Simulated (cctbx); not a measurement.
## Diagnosing a refinement

Cell a = 10.1140 Å, b = 13.4910 Å, c = 15.0650 Å, α = 90.00°, β = 90.00°, γ = 90.00°; space group P2_12_12_1 (no. 19). The compound is Cs2K4Sn2S7.

The data are simulated with cctbx, not measured: synchrotron X-rays, λ = 0.6889 Å, to d = 0.77 Å, 95 % of the full sphere, strongest reflection 5000 counts, noise from counting, a 1.5 % proportional error and a noise floor of 15 counts (s.d.); no absorption.

An isotropic refinement with weights 1/σ² prints:

```text
Rint 0.123, 4715 unique reflections to 0.77 A
cycle     R1     wR2    GooF  max shift (A)
   1  0.0728  0.1370   1.624   0.18085
  12  0.0495  0.0850   1.008   0.00035
final R1 0.0495 wR2 0.0850 GooF 1.008  parameters 64  data/parameter 73.7
atom        x        y        z      Ueq    occ   su(xyz)  su(Uiso or U11)
Cs1    0.25712  0.61195  0.37301   0.0073  1.000  0.00007  0.0002
Cs2    0.21779  0.64357  0.06279   0.0095  1.000  0.00008  0.0002
Sn1    0.38079  0.88805  0.61771   0.0120  1.000  0.00009  0.0002
Sn2    0.42679  0.88899  0.14830   0.0059  1.000  0.00009  0.0002
K1     0.13625  0.93053  0.41476   0.0126  1.000  0.00030  0.0006
K2     0.14424  0.84362  0.86421   0.0133  1.000  0.00027  0.0006
K3     0.06047  0.68044  0.61696   0.0170  1.000  0.00033  0.0006
K4     0.47380  0.65867  0.81080   0.0109  1.000  0.00028  0.0006
S1     0.38087  0.72567  0.55939   0.0125  1.000  0.00034  0.0006
S2     0.40564  0.82689  0.99618   0.0088  1.000  0.00030  0.0006
S3     0.28045  0.80530  0.24827   0.0146  1.000  0.00037  0.0007
S4     0.15412  0.61169  0.81592   0.0117  1.000  0.00030  0.0006
S5     0.01768  0.99630  0.01218   0.0082  1.000  0.00032  0.0006
S6     0.47157  0.90770  0.76690   0.0126  1.000  0.00032  0.0007
S7     0.12885  0.92047  0.63918   0.0151  1.000  0.00035  0.0007
S8     0.79883  0.22741  0.49357   1.0000  1.000  0.01158  0.0839
difference map: max 2.94 min -2.79 rms 0.51
Q1    0.0717  0.0744  0.6387    4    3.10  0.52 A from Sn2
Q2    0.0805  0.0871  0.1340    4    3.03  0.57 A from Sn1
Q3    0.0673  0.1504  0.6513    4    2.88  0.54 A from Sn2
Q4    0.1479  0.1430  0.1122    4    2.29  0.52 A from Sn1
Q5    0.1221  0.9512  0.0754    4    1.91  1.55 A from S5
Q6    0.1282  0.4424  0.5973    4    1.90  2.01 A from Cs2
```

**Question.** Can this result stand? If not, what is the likely fault?

Mend it. The fault: spurious atom: S8. Against the right model at the same level, R1 goes from 0.0493 to 0.0495 and GooF from 1.00 to 1.01 and S8 takes U = the program's ceiling. A site with no density behind it hides by a very large U or drifts.

The compound is Cs2K4Sn2S7. The right model at the same level gives:

```text
Rint 0.123, 4715 unique reflections to 0.77 A
cycle     R1     wR2    GooF  max shift (A)
   1  0.1794  0.3052   3.616   0.20312
   2  0.0493  0.0841   0.996   0.00006
final R1 0.0493 wR2 0.0841 GooF 0.996  parameters 60  data/parameter 78.6
atom        x        y        z      Ueq    occ   su(xyz)  su(Uiso or U11)
Cs1    0.25711  0.61196  0.37301   0.0074  1.000  0.00007  0.0001
Cs2    0.21779  0.64359  0.06277   0.0095  1.000  0.00008  0.0002
Sn1    0.38078  0.88806  0.61770   0.0120  1.000  0.00008  0.0002
Sn2    0.42680  0.88899  0.14830   0.0060  1.000  0.00009  0.0002
K1     0.13631  0.93055  0.41477   0.0126  1.000  0.00029  0.0006
K2     0.14424  0.84361  0.86422   0.0133  1.000  0.00027  0.0006
K3     0.06052  0.68045  0.61696   0.0170  1.000  0.00033  0.0006
K4     0.47382  0.65869  0.81080   0.0110  1.000  0.00027  0.0006
S1     0.38083  0.72567  0.55938   0.0126  1.000  0.00033  0.0006
S2     0.40560  0.82687  0.99619   0.0088  1.000  0.00030  0.0006
S3     0.28042  0.80527  0.24827   0.0146  1.000  0.00036  0.0007
S4     0.15409  0.61171  0.81593   0.0117  1.000  0.00029  0.0006
S5     0.01773  0.99629  0.01219   0.0083  1.000  0.00031  0.0006
S6     0.47158  0.90770  0.76692   0.0127  1.000  0.00032  0.0007
S7     0.12891  0.92048  0.63918   0.0151  1.000  0.00035  0.0007
difference map: max 2.88 min -2.85 rms 0.50
Q1    0.0717  0.0743  0.6387    4    3.04  0.52 A from Sn2
Q2    0.0805  0.0872  0.1340    4    3.02  0.57 A from Sn1
Q3    0.0673  0.1505  0.6513    4    2.82  0.54 A from Sn2
Q4    0.1478  0.1431  0.1122    4    2.25  0.52 A from Sn1
Q5    0.1221  0.9512  0.0753    4    1.91  1.55 A from S5
Q6    0.0477  0.3754  0.4794    4    1.91  1.77 A from S5
```

The model is made up (kin elements in a known structure type, no relaxation), so it says nothing on whether the phase exists.

[Middle refinement cycles are left out of these outputs.]

[Logs are printed without paths, hosts, clocks, repeated set-up lines and the standing remarks that a program may print on its own settings, such as how far it seeks lower states.]
